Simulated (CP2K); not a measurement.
Consider trimethylamine at its PBE geometry (Å).

```xyz
13

C    -0.3603    1.3043    0.3045
N    -0.1477   -0.1319    0.4703
C     1.2693   -0.4573    0.3179
C    -0.9492   -0.8824   -0.4943
H    -0.0610    1.6667   -0.7055
H     0.2236    1.8578    1.0523
H    -1.4230    1.5423    0.4494
H     1.6625   -0.1952   -0.6909
H     1.4248   -1.5336    0.4738
H     1.8608    0.0888    1.0655
H    -0.6825   -0.6447   -1.5494
H    -0.8031   -1.9606   -0.3413
H    -2.0144   -0.6543   -0.3524
```

Method: CP2K XAS_TDP, all-electron GAPW, PBEh(45%), aug-cc-pVDZ, TDA, GW2X-corrected core level, no relativity.

Predict the bright core excitations at the C K edge.

Leading lines: C1 290.47 eV. The leading line of an atom is its first one with 35 % of the strongest within 2.5 eV of its lowest line over the strength cut. Core ionisation energies at this level: C1 292.50 eV.

The first six lines of each atom with a strength over 0.0015:

| atom | energy (eV) | states | strength, one atom | above the computed threshold |
| --- | --- | --- | --- | --- |
| C1 (bonded to N and 3 H), 3 alike | 290.47 | 1 | 0.0090 |  |
|  | 291.29 | 1 | 0.0195 |  |
|  | 291.34 | 1 | 0.0198 |  |
|  | 291.58 | 1 | 0.0027 |  |
|  | 291.86 | 1 | 0.0095 |  |
|  | 292.14 | 1 | 0.0043 |  |

Lines are vertical, at one geometry, with no vibrational structure. GW2X ionisation energies and lines can be off by 1 to 2 eV either way, and a good line position may hide errors that cancel. These values hold no scalar relativity, about 0.1 eV for C 1s. Rydberg lines, and the discretised continuum above threshold, depend on the basis and the box.

[Banner, clock and machine lines of the logs are left out without a mark of their own.]

[Logs are printed without paths, hosts, clocks, repeated set-up lines and the standing remarks that a program may print on its own settings, such as how far it seeks lower states.]

[Hosts, paths, dates, database ids (printed as entryN), source tags and the programs' standing remarks are cut or masked in the printed files.]
